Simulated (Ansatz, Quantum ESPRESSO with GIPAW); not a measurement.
**17O and 87Sr NMR of SrO, calculated**

Aim: the magnetic shielding of every site in SrO.

Method: DFT, PBE, plane-wave PAW (pslibrary 1.0.0 recipes), scalar-relativistic, GIPAW; a patched development version of the program, in Quantum ESPRESSO with GIPAW 8.0dev (patched build).

The database entry behind the starting cell differs from later determinations by our own check (about 0.5 % short), so it need not match the best structure at ambient conditions.

**1. The structure**

The structure is cubic, space group Fm-3m (No. 225). The conventional cell has a = 5.133 Å, b = 5.133 Å, c = 5.133 Å, α = 90.00°, β = 90.00°, γ = 90.00°. Sr has 6 O at 2.57 Å nearest. Nearest to O lie 6 Sr at 2.57 Å. Farther neighbours and most contacts between anions are not listed.

The cell is an entry of the Crystallography Open Database; it need not be the form that is stable at ambient conditions.

**2. Self-consistent run**

The shielding is a linear response of the occupied states, which this run provides. It is converged far beyond what an energy needs, since the response uses the wavefunctions themselves. No empty states are asked for: the response is solved without them. The mesh has a spacing of 0.27 Å⁻¹ at most. The PAW files were made with ld1.x from the pslibrary 1.0.0 recipes, with GIPAW reconstruction switched on.

Contents of run_scf.py:

```python
from ase import Atoms
from ase.calculators.espresso import Espresso, EspressoProfile

atoms = Atoms(
    ['Sr', 'O'],
    cell=[
        [0.00000000, 2.56630000, 2.56630000],
        [2.56630000, 0.00000000, 2.56630000],
        [2.56630000, 2.56630000, 0.00000000],
    ],
    scaled_positions=[
        [0.50000000, 0.50000000, 0.50000000],
        [0.00000000, 0.00000000, 0.00000000],
    ],
    pbc=True,
)
atoms.calc = Espresso(
    profile=EspressoProfile(command='mpirun -np 4 pw.x -nk 4', pseudo_dir='./'),
    pseudopotentials={
        'Sr': 'Sr.pbe-spn-kjpaw_psl.1.0.0-gipaw.UPF',
        'O': 'O.pbe-n-kjpaw_psl.1.0.0-gipaw.UPF',
    },
    input_data={
        'control': {'calculation': 'scf', 'prefix': 'x', 'outdir': './tmp/'},
        'system': {'ecutwfc': 55, 'ecutrho': 330, 'nbnd': 8},
        'electrons': {'conv_thr': 1.0e-10, 'mixing_beta': 0.7, 'electron_maxstep': 100},
    },
    kpts=(8, 8, 8),
    koffset=(0, 0, 0),
)
print('energy', atoms.get_potential_energy(), 'eV')
```

ASE writes espresso.pwi from it and starts pw.x, whose log goes to espresso.pwo.

Contents of espresso.pwi:

```
&CONTROL
   calculation      = 'scf'
   outdir           = './tmp/'
   prefix           = 'x'
   pseudo_dir       = './'
/
&SYSTEM
   nbnd             = 8
   ecutwfc          = 55
   ecutrho          = 330
   ntyp             = 2
   nat              = 2
   ibrav            = 0
/
&ELECTRONS
   electron_maxstep = 100
   conv_thr         = 1e-10
   mixing_beta      = 0.7
/
&IONS
/
&CELL
/
&FCP
/
&RISM
/
ATOMIC_SPECIES
Sr 87.62 Sr.pbe-spn-kjpaw_psl.1.0.0-gipaw.UPF
O 15.999 O.pbe-n-kjpaw_psl.1.0.0-gipaw.UPF

K_POINTS automatic
8 8 8  0 0 0

CELL_PARAMETERS angstrom
0.00000000000000 2.56630000000000 2.56630000000000
2.56630000000000 0.00000000000000 2.56630000000000
2.56630000000000 2.56630000000000 0.00000000000000

ATOMIC_POSITIONS angstrom
Sr 2.5663000000 2.5663000000 2.5663000000  
O 0.0000000000 0.0000000000 0.0000000000
```

The run is started by

```sh
$ python run_scf.py
```

The program printed:

```text
Warning: card &CELL ignored
Warning: card &FCP ignored
Warning: card &RISM ignored

     using ibrav=0 with symmetry is DISCOURAGED, use correct ibrav instead

     bravais-lattice index     =            0
     lattice parameter (alat)  =       6.8584  a.u.
     unit-cell volume          =     228.1124 (a.u.)^3
     number of atoms/cell      =            2
     number of atomic types    =            2
     number of electrons       =        16.00
     number of Kohn-Sham states=            8
     kinetic-energy cutoff     =      55.0000  Ry
     charge density cutoff     =     330.0000  Ry
     scf convergence threshold =      1.0E-10
     mixing beta               =       0.7000
     number of iterations used =            8  plain     mixing
     Exchange-correlation= SLA-PW-PBX-PBC
                           (   1   4   3   4   0   0   0)
[...]
Sr               10.00    87.62000     Sr( 1.00)
     O                 6.00    15.99900     O ( 1.00)

     48 Sym. Ops., with inversion, found
[...]
number of k points=    29
[...]
Dense  grid:    23049 G-vectors     FFT dimensions: (  40,  40,  40)

     Smooth grid:    12627 G-vectors     FFT dimensions: (  36,  36,  36)

     Check: negative core charge=   -0.000003

     Initial potential from superposition of free atoms

     starting charge      15.9924, renormalised to      16.0000
     Starting wfcs are   12 randomized atomic wfcs

     Self-consistent Calculation

     iteration #  1     ecut=    55.00 Ry     beta= 0.70
     Davidson diagonalization with overlap
     ethr =  1.00E-02,  avg # of iterations =  1.0

     total energy              =    -301.52285194 Ry
     estimated scf accuracy    <       0.93557539 Ry

     iteration #  2     ecut=    55.00 Ry     beta= 0.70
     Davidson diagonalization with overlap
     ethr =  5.85E-03,  avg # of iterations =  5.1

     total energy              =    -301.83542305 Ry
     estimated scf accuracy    <       2.52195535 Ry

     iteration #  3     ecut=    55.00 Ry     beta= 0.70
     Davidson diagonalization with overlap
     ethr =  5.85E-03,  avg # of iterations =  4.0

     total energy              =    -301.99597382 Ry
     estimated scf accuracy    <       0.19709528 Ry

[...]
total energy              =    -302.16505166 Ry
[...]
iteration # 53     ecut=    55.00 Ry     beta= 0.70
     Davidson diagonalization with overlap
     ethr =  1.36E-12,  avg # of iterations =  4.9

     total energy              =    -302.16505166 Ry
     estimated scf accuracy    <          2.6E-10 Ry

     iteration # 54     ecut=    55.00 Ry     beta= 0.70
     Davidson diagonalization with overlap
     ethr =  1.36E-12,  avg # of iterations =  4.9

     End of self-consistent calculation
     [one-electron energies left out]

!    total energy              =    -302.16505166 Ry
     total all-electron energy =     -6509.871180 Ry
     estimated scf accuracy    <          1.3E-11 Ry

     The total energy is the sum of the following terms:
     one-electron contribution =     -13.91109241 Ry
     hartree contribution      =      16.77542811 Ry
     xc contribution           =     -26.01980213 Ry
     ewald contribution        =     -77.77018127 Ry
     one-center paw contrib.   =    -201.23940396 Ry

     convergence has been achieved in  54 iterations
[...]
JOB DONE.
```

Wall time 15 s (4 MPI ranks of Intel Xeon 6975P-C (Granite Rapids), shared host); peak memory 0.41 GiB; 57 s of CPU time.

It converged in 54 cycles to an estimated accuracy of 1e-11 Ry, on 29 irreducible k-points.

**3. Shieldings**

A uniform field breaks periodicity, so gipaw.x applies it as a wave of small q and takes the limit. It solves for the first-order states, builds the induced current and gets the field at each nucleus by Biot–Savart; the PAW spheres add what the smooth waves miss near the nuclei. pawproj makes the reconstruction use the PAW data sets' own projectors.

Contents of nmr.in:

```
&inputgipaw
  job = 'nmr'
  prefix = 'x'
  tmp_dir = './tmp/'
  restart_mode = 'from_scratch'
  verbosity = 'low'
  q_gipaw = 0.01
  spline_ps = .true.
  conv_threshold = 1.0d-14
  use_nmr_macroscopic_shape = .false.
  pawproj(1) = .true.
  pawproj(2) = .true.
/
```

The run is started by

```sh
$ mpirun -np 4 gipaw.x -in nmr.in > nmr.out
```

The program printed:

```text
[banner, memory and clock lines left out]
[a note of our patched build left out]

     Parallelizing q-star over 1 images

     IMPORTANT: XC functional enforced from input :
     Exchange-correlation= PBE
                           (   1   4   3   4   0   0   0)
     Any further DFT definition will be discarded
     Please, verify this is what you really want

     Check: negative core charge=   -0.000003
[...]
projs nearly linearly dependent: l=0  n1,n2= 1, 2  s=  0.99266918
[...]
alpha_pv=     64.6052 eV

     spline_ps is .false., expect some extrapolation errors

     q-space interpolation up to    66.00 Rydberg

     GIPAW job: nmr
     NMR macroscopic correction: no
[...]
Computing the magnetic susceptibility     isolve=0    ethr=  0.1000E-13
     Starting from scratch
     k-point #    1 of    29      pool #  1    cpu time:       0.9
[...]
End of magnetic susceptibility calculation

     f-sum rule (1st term):
           -17.0860         -0.0000          0.0000
            -0.0000        -17.0860          0.0000
             0.0000          0.0000        -17.0860

     f-sum rule (2nd term):
            -0.2462          0.0000         -0.0000
             0.0000         -0.2462         -0.0000
            -0.0000          0.0000         -0.2462

     f-sum rule (should be   -17.3315):
           -17.3322         -0.0000          0.0000
            -0.0000        -17.3322          0.0000
             0.0000          0.0000        -17.3322

[... susceptibilities left out ...]
     Contributions to the NMR chemical shifts: -------------------------------

     Macroscopic shape contribution in ppm:                    0.00
             0.0000          0.0000          0.0000
             0.0000          0.0000          0.0000
             0.0000          0.0000          0.0000

     Core contribution in ppm:

     Atom  1  Sr  pos: (  0.707107  0.707107  0.707107)  core sigma:        3441.03
     Atom  2  O   pos: (  0.000000  0.000000  0.000000)  core sigma:         271.07

     Bare contribution in ppm:

     Atom  1  Sr  pos: (  0.707107  0.707107  0.707107)  bare sigma:          82.21
[...]
Atom  2  O   pos: (  0.000000  0.000000  0.000000)  bare sigma:         -69.83
[...]
Diamagnetic contribution in ppm:

     Atom  1  Sr  pos: (  0.707107  0.707107  0.707107)  dia sigma:         -26.46
[...]
Atom  2  O   pos: (  0.000000  0.000000  0.000000)  dia sigma:          17.02
[...]
Paramagnetic contribution in ppm:

     Atom  1  Sr  pos: (  0.707107  0.707107  0.707107)  para sigma:       -1677.71
[...]
Atom  2  O   pos: (  0.000000  0.000000  0.000000)  para sigma:        -220.38
[...]
Paramagnetic US occ-occ contribution in ppm:

     Atom  1  Sr  pos: (  0.707107  0.707107  0.707107)  para_oo sigma:          -5.21
[...]
Atom  2  O   pos: (  0.000000  0.000000  0.000000)  para_oo sigma:           0.41
[...]
Paramagnetic US L_R Q_R contribution in ppm:

     Atom  1  Sr  pos: (  0.707107  0.707107  0.707107)  para_lq sigma:         788.49
[...]
Atom  2  O   pos: (  0.000000  0.000000  0.000000)  para_lq sigma:        -217.70
[...]
Total NMR chemical shifts in ppm: ---------------------------------------
     (adopting the Simpson convention for anisotropy and asymmetry)-----------

     Atom  1  Sr  pos: (  0.707107  0.707107  0.707107)  Total sigma:        2602.35
          2602.3475          0.0000         -0.0000
             0.0000       2602.3475         -0.0000
            -0.0000         -0.0000       2602.3475

     Sr      1    anisotropy:     -0.00    eta:    0.0000
[...]
Atom  2  O   pos: (  0.000000  0.000000  0.000000)  Total sigma:        -219.41
          -219.4117          0.0000         -0.0000
             0.0000       -219.4117         -0.0000
            -0.0000         -0.0000       -219.4117

     O       2    anisotropy:      0.00    eta:    0.0000
[...]
```

Elapsed: 38 s, on 4 MPI ranks; peak memory 0.25 GiB; 2.5 min of CPU time.

The f-sum rule is met to 7.0e-4 of 17.3 (0.004 %). Converged shieldings require that this miss be small, but a small miss does not prove them.

From the symmetric part of each tensor, with principal values σ11 ≤ σ22 ≤ σ33: σ_iso is their mean, the span is σ33 − σ11 and the skew 3(σ_iso − σ22)/span. (gipaw.x prints an anisotropy in another convention.)

```tsv
site	atom no.	atoms in cell	σ_iso (ppm)	span (ppm)	skew
Sr	1	1	2602	0	-
O	2	1	-219.4	0.0	-
```

The macroscopic shape term is switched off. For a spherical sample the valence susceptibility of this run would add about 6 ppm to every site, a rough estimate, since the susceptibility converges slowly and lacks part of the PAW terms. Differences within the crystal don't depend on it, but shieldings of different compounds can't be compared to better than a few ppm without it.

Sr and O sit on cubic site symmetry, where the tensor must be isotropic.

The quadrupolar nuclei (17O and 87Sr) sit on sites where the field gradient vanishes by symmetry, so they have no quadrupolar coupling.

**4. Sites, surroundings and shifts**

Covalently bonded atoms count as neighbours within 1.18 times the sum of their radii. Otherwise a cation's neighbours lie within 1.2 times its shortest bond (1.3 for large cations, each anion's radius taken off where they differ), and an anion's are the cations that count it.

```tsv
site	atom no.	atoms in cell	surroundings	bonds (Å)	σ_iso (ppm)
Sr	1	1	SrO6	2.566	2602
O	2	1	bound to Sr6	2.566	-219.4
```

**5. Cost against result**

Each row names what was changed: another mesh tests the sampling of the zone; another functional shows how far the paramagnetic term hangs on the exchange-correlation form; another cutoff tests the basis.

Changes of σ_iso (ppm) against the run above (PBE, cutoffs 55 and 330 Ry, mesh 8×8×8, 3.5 min). Times are CPU times of pw.x and gipaw.x together, on 4 MPI ranks of Intel Xeon 6975P-C (Granite Rapids), shared host; on a shared host they are rough.

```tsv
run	CPU time	f-sum miss	Sr	O
mesh 10×10×10	5 min	4.0e-4	+0.2	+0.2
LDA	3 min	8.0e-4	-64.5	-35.3
cutoffs 40 and 330 Ry (coarse on purpose)	2.3 min	0.0070	+0.1	+1.1
mesh 5×5×5 (coarse on purpose)	95 s	0.012	-10.4	-6.5
Wu-Cohen	3.3 min	8.0e-4	-31.3	-19.5
cutoffs 70 and 420 Ry	4.6 min	4.0e-4	+0.4	+0.6
```

The largest move is -64.5 ppm, on Sr, from LDA.

**6. What goes wrong with a poor setting**

One more run, with a slip of the kind that is easily made.

Contents of scf.in:

```
&control
  calculation = 'scf'
  prefix = 'x'
  outdir = './tmp/'
  pseudo_dir = './'
/
&system
  ibrav = 0
  nat = 2
  ntyp = 2
  ecutwfc = 55
  ecutrho = 330
  nbnd = 8
/
&electrons
  conv_thr = 1.0d-10
  mixing_beta = 0.7
  electron_maxstep = 100
/
ATOMIC_SPECIES
  Sr 87.620 Sr.pbe-spn-kjpaw_psl.1.0.0-gipaw.UPF
  O 15.999 O.pbe-n-kjpaw_psl.1.0.0-gipaw.UPF
CELL_PARAMETERS angstrom
  0.00000000 2.56630000 2.56630000
  2.56630000 0.00000000 2.56630000
  2.56630000 2.56630000 0.00000000
ATOMIC_POSITIONS crystal
  Sr 0.50000000 0.50000000 0.50000000
  O 0.00000000 0.00000000 0.00000000
K_POINTS automatic
  8 8 8 0 0 0
```

The run is started by

```sh
$ mpirun -np 4 pw.x -nk 4 -in scf.in > scf.out
```

This SCF reached its threshold; then the response:

nmr.in: that of step 3 with these lines changed.

```diff
@@ -6,3 +6,3 @@
   verbosity = 'low'
-  q_gipaw = 0.01
+  q_gipaw = 0.2
   spline_ps = .true.
```

The run is started by

```sh
$ mpirun -np 4 gipaw.x -in nmr.in > nmr.out
```

The program printed:

```text
[banner, memory and clock lines left out]
[a note of our patched build left out]

     Parallelizing q-star over 1 images

     IMPORTANT: XC functional enforced from input :
     Exchange-correlation= PBE
                           (   1   4   3   4   0   0   0)
     Any further DFT definition will be discarded
     Please, verify this is what you really want

     Check: negative core charge=   -0.000003
[...]
projs nearly linearly dependent: l=0  n1,n2= 1, 2  s=  0.99266918
[...]
alpha_pv=     64.6052 eV

     spline_ps is .false., expect some extrapolation errors

     q-space interpolation up to    66.00 Rydberg

     GIPAW job: nmr
     NMR macroscopic correction: no
[...]
Computing the magnetic susceptibility     isolve=0    ethr=  0.1000E-13
     Starting from scratch
     k-point #    1 of    29      pool #  1    cpu time:       1.1
     ATTENTION: ik=   1  ibnd=  2  eigenvalues differ too much!
        -6.9856     -7.4909
     ATTENTION: ik=   1  ibnd=  5  eigenvalues differ too much!
        -5.8441     -5.3724
[...]
Paramagnetic contribution in ppm:

     Atom  1  Sr  pos: (  0.707107  0.707107  0.707107)  para sigma:       -1635.04
[...]
Atom  2  O   pos: (  0.000000  0.000000  0.000000)  para sigma:        -189.55
[...]
Paramagnetic US occ-occ contribution in ppm:

     Atom  1  Sr  pos: (  0.707107  0.707107  0.707107)  para_oo sigma:          -4.42
[...]
Atom  2  O   pos: (  0.000000  0.000000  0.000000)  para_oo sigma:           0.33
[...]
Paramagnetic US L_R Q_R contribution in ppm:

     Atom  1  Sr  pos: (  0.707107  0.707107  0.707107)  para_lq sigma:         788.49
[...]
Atom  2  O   pos: (  0.000000  0.000000  0.000000)  para_lq sigma:        -217.70
[...]
Total NMR chemical shifts in ppm: ---------------------------------------
     (adopting the Simpson convention for anisotropy and asymmetry)-----------

     Atom  1  Sr  pos: (  0.707107  0.707107  0.707107)  Total sigma:        2648.25
[...]
Sr      1    anisotropy:     -0.00    eta:    0.0000
[...]
Atom  2  O   pos: (  0.000000  0.000000  0.000000)  Total sigma:        -176.15
[...]
O       2    anisotropy:     -0.00    eta:    0.0000
[...]
```

Run time: 43 s. Hardware: 4 MPI ranks; peak memory 0.26 GiB; 2.8 min of CPU time.

The run ends without an error, but the fault (a field wave vector far too long) moves σ_iso of Sr by +45.9 ppm (both without the shape term); the f-sum rule is missed by 0.0076 electrons. Its numbers are not to be used. The field is then no longer uniform over the cell, and the limit q → 0 is not reached.

**7. What came out**

```json
{"17O shielding without shape term": "-219.4 ppm", "87Sr shielding without shape term": "2602 ppm"}
```

17O has one site (bound to Sr6), with isotropic shielding -219.4 ppm (shape term left out). A shift needs a reference, δ = σ_ref − σ, fixed on measured compounds; for 17O of this kind at this level too few were at hand, or they scattered too widely about a line, so none is given. Going to mesh 10×10×10 changes no isotropic shielding by more than 0.25 ppm, so the main run is converged in that respect. Going to cutoffs 70 and 420 Ry changes no isotropic shielding by more than 0.6 ppm, so the main run is converged in that respect. The cheaper run with cutoffs 40 and 330 Ry takes about 65 % of the time and is off by 1.1 ppm on O. The largest change with the functional is 64.5 ppm in absolute shielding; part of that drops out once each functional has its own reference line. The scalar-relativistic files are used with non-relativistic response operators, which weighs most on the heavy atoms' own shieldings. This build of gipaw.x prints that it is not audited and that its numbers are no references by themselves. It also reports spline_ps as false although the input sets it; why was not traced.

[Banner, clock, file and message-heading lines were taken out of the pw.x and gipaw.x logs.]

[Logs are printed without paths, hosts, clocks, repeated set-up lines and the standing remarks that a program may print on its own settings, such as how far it seeks lower states.]

[Hosts, paths, dates, database ids (printed as entryN), source tags and the programs' standing remarks are cut or masked in the printed files.]

[Where no reference line passes its bar on scatter, no shift is given, so a measured shift of this compound may stand uncompared.]
